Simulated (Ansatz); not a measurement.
# Lattice dynamics of Y2C monolayer

Task: relax Y2C monolayer, then find its harmonic phonons.

Calculated with Ansatz 0.2.0; DFT PBEsol, scalar-relativistic, plane waves, PAW.

## 1. Set-up

The cell holds 3 atoms: 1 C and 2 Y. Its edges and angles: a = 3.600 Å, b = 3.600 Å, c = 20.000 Å, α = 90.0°, β = 90.0°, γ = 120.0°. Vacuum lies along c.

Coordinates:

```
C Y
1.0
     3.60000    0.00000    0.00000
    -1.80000    3.11769    0.00000
     0.00000    0.00000   20.00000
C Y
1 2
Direct
  0.00000 0.00000 0.50000
  0.33333 0.66667 0.56000
  0.66667 0.33333 0.44000
```

## 2. Coarse relaxation

A rough relaxation comes first, because large forces or stress need no tight tolerances yet.

The program solves this slab on a cell height of its own, 28.6 Å, in place of the one typed.

Contents of input.yaml:

```yaml
crystal:
  lattice:
    - [3.6, 0.0, 0.0]
    - [-1.8, 3.11769, 0.0]
    - [0.0, 0.0, 20.0]
  atoms:
    - { symbol: C, position: [0.0, 0.0, 0.5] }
    - { symbol: "Y", position: [0.333333, 0.666667, 0.56] }
    - { symbol: "Y", position: [0.666667, 0.333333, 0.44] }
  periodic: [true, true, false]
kpoints:
  mp_grid: { grid: [6, 6, 1] }
hamiltonian:
  xc: pbesol
scf:
  occupations: { method: gaussian, width: 0.1 }
output:
  forces: true
  stress: true
  eigenvalues: true
relax:
  adjacent_minimum: "off"
  f_tol: 0.05
  max_steps: 80
  cell: { stress_2d_tol: 0.02 }
```

Run with:

```sh
> ansatz run input.yaml --threads 8 --pin off --max-ram 14336MiB --backend cpu --events-out ev --progress --plain --runs-dir out
```

Numbers of over 12 decimals in the logs are rounded to 6 here.

What it wrote:

```text
[...]
F+E_penalty+E_count = -7836.67766464 eV   max|allowed force component| = 3.635e-3 eV/Å   (the final SCF, on the basis selected at the relaxed cell)
  cell:  # Å, volume = 306.4734 Å³
    - [3.517613, 0.0, 0]
    - [-1.758807, 3.046342, 0]
    - [0, 0, 28.6]
  atoms:
    - { symbol: C, position: [0, 0, 0.349650] }
    - { symbol: Y, position: [0.333333, 0.666667, 0.396108] }
    - { symbol: Y, position: [0.666667, 0.333333, 0.303193] }
[key lines of the parts left out:]
SCF converged after 7 iterations
Free energy (F): -7836.677665 eV
Fermi energy:    -3.886148 eV
P = ½ c Tr σ = -0.0151 N/m
```

The job ended after 5.3 s (8 threads of Arm Neoverse V1, shared host; peak memory 0.6 GiB).

Relaxation path:

```
step  energy less that of the first step (eV)  largest force component (eV/Å)  volume (Å³)
   1                                   0.0000                          1.2784       321.00
   2                                  -0.0496                          0.9840       317.52
   3                                  -0.1499                          0.0933       312.68
   4                                  -0.1573                          0.0389       307.83
   5                                  -0.1579                          0.0036       306.47
  6*                                  -0.1568                          0.0036       306.47
```

Relaxation steps marked * repeat the geometry before them on a plane-wave basis chosen anew for their cell, so energy and pressure can jump there.

Forces are held to the 12 operations that the run works with; a distortion that breaks them can't arise in this run.

```
cell as run  before  after  change
      a (Å)   3.600  3.518  -2.3 %
      b (Å)   3.600  3.518  -2.3 %
```

The atoms that moved most (Å, along periodic axes as changes of fractional coordinates times the final cell, across vacuum about the mean position):

```
atom     dx     dy      dz  length
  Y2  0.000  0.000   0.129   0.129
  Y3  0.000  0.000  -0.129   0.129
```

The relaxed structure:

```xyz
3
Lattice="3.5176 0.0000 0.0000 -1.7588 3.0463 0.0000 0.0000 0.0000 28.6000" Properties=species:S:1:pos:R:3
C     0.0000    0.0000   10.0000
Y     0.0000    2.0309   11.3287
Y     1.7588    1.0154    8.6713
```

Numbers from this step:

* gap on the k-mesh: 0 eV
* area per atom: 3.572 Å²

The relaxation ends with a largest force component of 0.0036 eV/Å.

## 3. Relaxation

Harmonic phonons are second derivatives at a point where the forces vanish, and they are wanted at zero stress, so atoms and cell are relaxed first.

Contents of input.yaml:

```yaml
crystal:
  lattice:
    - [3.5176132197, 0.0, 0.0]
    - [-1.7588066098, 3.0463424089, 0.0]
    - [0.0, 0.0, 28.6]
  atoms:
    - { symbol: C, position: [0.0, 0.0, 0.3496503497] }
    - { symbol: "Y", position: [0.3333333333, 0.6666666667, 0.3961080044] }
    - { symbol: "Y", position: [0.6666666667, 0.3333333333, 0.303192695] }
  periodic: [true, true, false]
kpoints:
  mp_grid: { grid: [15, 15, 1] }
hamiltonian:
  xc: pbesol
scf:
  occupations: { method: gaussian, width: 0.1 }
output:
  forces: true
  stress: true
  eigenvalues: true
  write_density: true
  write_potential: true
  elf: true
  volumetric_format: npy
relax:
  adjacent_minimum: "off"
  f_tol: 0.005
  max_steps: 80
  cell: { stress_2d_tol: 0.02 }
```

What it wrote:

```text
[...]
Crystal: 3 atoms, lattice volume = 306.473 Å³
Basis set: ecut = 420 eV, 5909 PW (Γ), exchange–correlation on 48×48×384 points (8 copies of the dense FFT grid, shifted against one another)
Bands: 17, of which v1, the nominal top of the filled ones, is band 13 counted from 1 (12 counted from 0)
Symmetry: 12 space group operations
[...]
k-points: 27 of 225
[...]
SCF iter   1: F=—  HF=-7836.725069 eV  |F-HF|=—  |Δ(HF+E_count)|=         —  Δρ=4.68e-3  dr2=1.33e-1  ethr=1.77e-3  ⟨swp⟩=9.7  Hψ=3412  notcnv=0
[...]
SCF iter   9: F=-7836.705608 eV  HF=-7836.705608 eV  |F-HF|=2.64e-9  |Δ(HF+E_count)|=   1.48e-8  Δρ=4.99e-7  dr2=8.16e-10  ethr=7.82e-11  ⟨swp⟩=9.7  Hψ=3557  notcnv=0
SCF 1 converged in 9 iterations: F = -7836.705608 eV  dr2 = 8.16e-10
[...]
relax step   1: F+E_penalty+E_count = -7836.70560798 eV  Δ(F+E_penalty+E_count) = +0.000e0 eV  max|allowed force component| = 1.373e-1 eV/Å  Δτ_max = 0.0000 Å  P = -0.205 N/m  Ω = 306.473 Å³  fix = [c, alpha, beta]  reactions: c -0.000 N/m  (9 SCF iters, dr2 threshold 1.00e-7 eV, accepted)
Crystal: 3 atoms, lattice volume = 301.752 Å³
Basis set: ecut = 420 eV, 5873 PW (Γ), exchange–correlation on 48×48×384 points (8 copies of the dense FFT grid, shifted against one another)
[...]
SCF iter   7: F=-7836.686720 eV  HF=-7836.686720 eV  |F-HF|=8.16e-8  |Δ(HF+E_count)|=   2.80e-7  Δρ=5.87e-6  dr2=1.61e-7  ethr=1.15e-9  ⟨swp⟩=19.1  Hψ=5221  notcnv=0
SCF 2 converged in 7 iterations: F = -7836.686720 eV  dr2 = 1.61e-7
relax step   2: F+E_penalty+E_count = -7836.68672004 eV  Δ(F+E_penalty+E_count) = +1.889e-2 eV  max|allowed force component| = 5.475e-1 eV/Å  Δτ_max = 0.0552 Å  P = -0.326 N/m  Ω = 301.752 Å³  energy of the carried Pulay correction = +4.651e-4 eV  fix = [c, alpha, beta]  (7 SCF iters, dr2 threshold 3.00e-7 eV, rejected (line search))
Crystal: 3 atoms, lattice volume = 304.880 Å³
Basis set: ecut = 420 eV, 5897 PW (Γ), exchange–correlation on 48×48×384 points (8 copies of the dense FFT grid, shifted against one another)
[...]
SCF iter  11: F=-7836.708082 eV  HF=-7836.708082 eV  |F-HF|=2.18e-11  |Δ(HF+E_count)|=  2.58e-10  Δρ=2.19e-8  dr2=1.64e-12  ethr=1.00e-12  ⟨swp⟩=10.5  Hψ=3173  notcnv=0
SCF 3 converged in 11 iterations: F = -7836.708082 eV  dr2 = 1.64e-12
relax step   3: F+E_penalty+E_count = -7836.70808216 eV  Δ(F+E_penalty+E_count) = -2.474e-3 eV  max|allowed force component| = 8.580e-3 eV/Å  Δτ_max = 0.0129 Å  P = -0.163 N/m  Ω = 304.880 Å³  energy of the carried Pulay correction = +1.561e-4 eV  fix = [c, alpha, beta]  reactions: c -0.000 N/m  (11 SCF iters, accepted)
[...]
relax step   4: F+E_penalty+E_count = -7836.70824441 eV  Δ(F+E_penalty+E_count) = -1.623e-4 eV  max|allowed force component| = 1.177e-2 eV/Å  Δτ_max = 0.0010 Å  P = -0.082 N/m  Ω = 304.380 Å³  energy of the carried Pulay correction = +2.053e-4 eV  fix = [c, alpha, beta]  reactions: c -0.000 N/m  (5 SCF iters, dr2 threshold 4.16e-8 eV, accepted)
[...]
relax step   5: F+E_penalty+E_count = -7836.70831409 eV  Δ(F+E_penalty+E_count) = -6.968e-5 eV  max|allowed force component| = 6.330e-5 eV/Å  Δτ_max = 0.0002 Å  P = -0.004 N/m  Ω = 304.032 Å³  energy of the carried Pulay correction = +2.396e-4 eV  fix = [c, alpha, beta]  reactions: c -0.000 N/m  (6 SCF iters, dr2 threshold 1.04e-8 eV, accepted)
[...]
SCF iter   1: F=—  HF=-7836.707975 eV  |F-HF|=—  |Δ(HF+E_count)|=         —  Δρ=7.65e-6  dr2=3.82e-8  ethr=3.79e-7  ⟨swp⟩=5.6  Hψ=5389  notcnv=0
eigensolver tolerance schedule: the retry pair's looser diagonalisation over-reported the residual by 2579.82 of it (diagonalisation noise at 0.46 of the residual, at the tolerance the schedule requests for it); recorded, not acted on — ethr = c·dr2/N_el stays at c = 1.0e-1
[...]
SCF iter   2: F=—  HF=-7836.708090 eV  |F-HF|=—  |Δ(HF+E_count)|=   1.15e-4  Δρ=1.82e-6  dr2=1.45e-8  ethr=1.47e-10  ⟨swp⟩=5.3  Hψ=1540  notcnv=0
[...]
SCF iter   6: F=-7836.708090 eV  HF=-7836.708090 eV  |F-HF|=5.46e-12  |Δ(HF+E_count)|=  3.46e-11  Δρ=1.38e-8  dr2=9.69e-13  ethr=1.00e-12  ⟨swp⟩=11.4  Hψ=3351  notcnv=0
SCF 6 converged in 6 iterations: F = -7836.708090 eV  dr2 = 9.69e-13
relax step   6: F+E_penalty+E_count = -7836.70809024 eV  Δ(F+E_penalty+E_count) = +2.239e-4 eV  max|allowed force component| = 5.498e-5 eV/Å  Δτ_max = 0.0000 Å  P = -0.008 N/m  Ω = 304.032 Å³  fix = [c, alpha, beta]  reactions: c -0.000 N/m  stress off target by 8.01e-3 N/m on what of the cell is left free  SCF on the basis re-selected at this cell (its energy is not comparable with the rows above)  (6 SCF iters)
[...]
SCF converged after 6 iterations
Free energy (F): -7836.708090 eV
[...]
Internal energy: -7836.691078 eV  (E = F + TS)
E sigma→0 (E₀):  -7836.699584 eV
Entropy (-TS):   -0.017012 eV (-5.671 meV/atom)
Fermi energy:    -3.914323 eV
[...]
--- Forces (eV/Å), atoms counted from 1 ---
  atom   1  C     -0.00000000    -0.00000000     0.00000000
  atom   2  Y     -0.00000000    -0.00000000    -0.00005498
  atom   3  Y      0.00000000     0.00000000     0.00005498
  max |Σ_I F_I| component: 2.78e-17 eV/Å
--- 2D stress c σ (N/m, compression-positive) ---
       -0.008010      -0.000000      -0.000000
       -0.000000      -0.008010       0.000000
       -0.000000       0.000000      -0.000000
  P = ½ c Tr σ = -0.0080 N/m
--- Band table (eV; the first three rows and the last of 27) ---
  k-point 0: bands = [... 9 lower, -7.9980, -5.4875, -5.4875, -5.0098, -4.2249, -2.6659, -1.8689, -1.8689]
  k-point 1: bands = [... 9 lower, -7.8960, -5.7601, -5.4664, -4.7694, -4.2111, -2.6136, -2.1180, -1.7833]
  k-point 2: bands = [... 9 lower, -7.6110, -6.1510, -5.4149, -4.4736, -4.1511, -2.7084, -2.4078, -1.5409]
  k-point 26: bands = [... 9 lower, -6.3562, -6.3562, -5.6175, -3.2846, -3.2846, -3.2532, -2.1840, -0.4759]
--- Relaxed structure (5 steps of the walk, 4 accepted, 1 SCFs on fresh bases) ---
[...]
cell:  # Å, volume = 304.0318 Å³
    - [3.503573, -2.8752288297522475e-11, 0]
    - [-1.751786, 3.034183, 0]
    - [0, 0, 28.6]
  atoms:
    - { symbol: C, position: [0, 0, 0.349650] }
    - { symbol: Y, position: [0.333333, 0.666667, 0.396587] }
    - { symbol: Y, position: [0.666667, 0.333333, 0.302714] }
```

Elapsed: 14 s, on 8 threads; peak memory 0.82 GiB.

Step by step:

```
step  energy less that of the first step (eV)  largest force component (eV/Å)  volume (Å³)
   1                                   0.0000                          0.1373       306.47
   2                                   0.0189                          0.5475       301.75
   3                                  -0.0025                          0.0086       304.88
   4                                  -0.0026                          0.0118       304.38
   5                                  -0.0027                          0.0001       304.03
  6*                                  -0.0025                          0.0001       304.03
```

Relaxation steps marked * repeat the geometry before them on a plane-wave basis chosen anew for their cell, so energy and pressure can jump there. Relaxation step 2 was tried and not accepted.

The run keeps the 12 symmetry operations that it works with, so distortions that break them were not tested.

```
cell as run  before  after  change
      a (Å)   3.518  3.504  -0.4 %
      b (Å)   3.518  3.504  -0.4 %
```

The atoms that moved most (Å, along periodic axes as changes of fractional coordinates times the final cell, across vacuum about the mean position):

```
atom     dx     dy      dz  length
  Y2  0.000  0.000   0.014   0.014
  Y3  0.000  0.000  -0.014   0.014
```

The relaxed structure:

```
C Y
1.0
     3.50357    0.00000    0.00000
    -1.75179    3.03418    0.00000
     0.00000    0.00000   28.60000
C Y
1 2
Direct
  0.00000 0.00000 0.34965
  0.33333 0.66667 0.39659
  0.66667 0.33333 0.30271
```

This step gave:

```yaml
area_per_atom: 3.543 Å²
```

Valence density in the ac plane at fractional y = 0.000, with atoms of C within 0.2 Å of it. It is the smooth field of the valence electrons, not physical close to the nuclei.

Ten steps, logarithmic in the rise over the least value, from '0' (0.0 e/Å³) to '9' (1.5 e/Å³), each cell a mean:
```
00000000000000
00000000000000
00000000000000
00000000000000
00000000000000
00000000000000
00000000000000
00000000000000
00000000000000
00000000000000
00000000000000
00000000000000
11111111111111
33333444433333
66656667665666
99986655567899
76666667666666
33333444443333
11111111111111
00000000000000
00000000000000
00000000000000
00000000000000
00000000000000
```
Columns run along a (3.5 Å), rows up along c (28.6 Å). Atoms in or near the plane, at fractional coordinates: C at (0.00, 0.35).

ELF in the ac plane at fractional y = 0.000, with atoms of C within 0.2 Å of it. It is the smooth field of the valence electrons, not physical close to the nuclei.

Values, 24 rows by 14 columns, each cell a mean:
```
0.00 0.00 0.00 0.00 0.00 0.00 0.00 0.00 0.00 0.00 0.00 0.00 0.00 0.00
0.00 0.00 0.00 0.00 0.00 0.00 0.00 0.00 0.00 0.00 0.00 0.00 0.00 0.00
0.00 0.00 0.00 0.00 0.00 0.00 0.00 0.00 0.00 0.00 0.00 0.00 0.00 0.00
0.00 0.00 0.00 0.00 0.00 0.00 0.00 0.00 0.00 0.00 0.00 0.00 0.00 0.00
0.00 0.00 0.00 0.00 0.00 0.00 0.00 0.00 0.00 0.00 0.00 0.00 0.00 0.00
0.00 0.00 0.00 0.00 0.00 0.00 0.00 0.00 0.00 0.00 0.00 0.00 0.00 0.00
0.00 0.00 0.00 0.00 0.00 0.00 0.00 0.00 0.00 0.00 0.00 0.00 0.00 0.00
0.00 0.00 0.00 0.00 0.00 0.00 0.00 0.00 0.00 0.00 0.00 0.00 0.00 0.00
0.00 0.00 0.00 0.00 0.00 0.00 0.00 0.00 0.00 0.00 0.00 0.00 0.00 0.00
0.00 0.00 0.00 0.00 0.00 0.00 0.00 0.00 0.00 0.00 0.00 0.00 0.00 0.00
0.02 0.02 0.02 0.02 0.02 0.02 0.02 0.02 0.02 0.02 0.02 0.02 0.02 0.02
0.20 0.20 0.19 0.19 0.18 0.17 0.17 0.17 0.17 0.17 0.18 0.19 0.20 0.20
0.59 0.57 0.54 0.49 0.43 0.39 0.36 0.35 0.37 0.40 0.45 0.50 0.55 0.58
0.52 0.46 0.34 0.21 0.14 0.13 0.14 0.15 0.14 0.13 0.15 0.24 0.37 0.48
0.63 0.58 0.45 0.28 0.17 0.21 0.31 0.36 0.29 0.19 0.19 0.32 0.48 0.59
0.35 0.54 0.75 0.77 0.59 0.34 0.16 0.12 0.19 0.39 0.65 0.78 0.72 0.48
0.64 0.60 0.48 0.31 0.19 0.21 0.30 0.35 0.28 0.19 0.21 0.35 0.51 0.61
0.51 0.45 0.33 0.20 0.13 0.12 0.14 0.16 0.14 0.12 0.14 0.22 0.35 0.47
0.60 0.58 0.55 0.49 0.43 0.38 0.36 0.35 0.36 0.39 0.44 0.51 0.55 0.59
0.22 0.22 0.21 0.20 0.19 0.19 0.18 0.18 0.18 0.19 0.20 0.21 0.21 0.22
0.02 0.02 0.02 0.02 0.02 0.02 0.02 0.02 0.02 0.02 0.02 0.02 0.02 0.02
0.00 0.00 0.00 0.00 0.00 0.00 0.00 0.00 0.00 0.00 0.00 0.00 0.00 0.00
0.00 0.00 0.00 0.00 0.00 0.00 0.00 0.00 0.00 0.00 0.00 0.00 0.00 0.00
0.00 0.00 0.00 0.00 0.00 0.00 0.00 0.00 0.00 0.00 0.00 0.00 0.00 0.00
```
Columns run along a (3.5 Å), rows up along c (28.6 Å). Atoms in or near the plane, at fractional coordinates: C at (0.00, 0.35).

Electrostatic potential energy in the ac plane at fractional y = 0.000, with atoms of C within 0.2 Å of it. With pseudopotentials it is smooth inside the atoms' cores, unlike the true potential.

Values in eV, 24 rows by 14 columns, each cell a mean:
```
  0   0   0   0   0   0   0   0   0   0   0   0   0   0
  0   0   0   0   0   0   0   0   0   0   0   0   0   0
  0   0   0   0   0   0   0   0   0   0   0   0   0   0
  0   0   0   0   0   0   0   0   0   0   0   0   0   0
  0   0   0   0   0   0   0   0   0   0   0   0   0   0
  0   0   0   0   0   0   0   0   0   0   0   0   0   0
  0   0   0   0   0   0   0   0   0   0   0   0   0   0
  0   0   0   0   0   0   0   0   0   0   0   0   0   0
  0   0   0   0   0   0   0   0   0   0   0   0   0   0
  0   0   0   0   0   0   0   0   0   0   0   0   0   0
  0   0   0   0   0   0   0   0   0   0   0   0   0   0
  0   0   0   0   0   0   0   0   0   0   0   0   0   0
  0  -1  -1  -1  -1  -1  -1  -1  -1  -1  -1  -1  -1  -1
 -2  -2  -3  -4  -5  -6  -7  -7  -6  -6  -4  -3  -3  -2
 -4  -4  -4  -5  -8 -11 -12 -13 -12 -10  -7  -5  -4  -4
-13 -13 -13  -7  -4  -4  -5  -5  -5  -4  -4  -9 -13 -13
 -4  -4  -4  -5  -8 -10 -12 -12 -12 -10  -7  -5  -4  -4
 -2  -2  -3  -4  -5  -6  -7  -7  -7  -6  -5  -3  -3  -2
 -1  -1  -1  -1  -1  -1  -1  -1  -1  -1  -1  -1  -1  -1
  0   0   0   0   0   0   0   0   0   0   0   0   0   0
  0   0   0   0   0   0   0   0   0   0   0   0   0   0
  0   0   0   0   0   0   0   0   0   0   0   0   0   0
  0   0   0   0   0   0   0   0   0   0   0   0   0   0
  0   0   0   0   0   0   0   0   0   0   0   0   0   0
```
Columns run along a (3.5 Å; values clipped at the 3rd and 97th percentile), rows up along c (28.6 Å). Atoms in or near the plane, at fractional coordinates: C at (0.00, 0.35).

(Part 1 of 3 ends here.)

[Logs are printed without paths, hosts, clocks, repeated set-up lines and the standing remarks that a program may print on its own settings, such as how far it seeks lower states.]

[Hosts, paths, dates, database ids (printed as entryN), source tags and the programs' standing remarks are cut or masked in the printed files.]
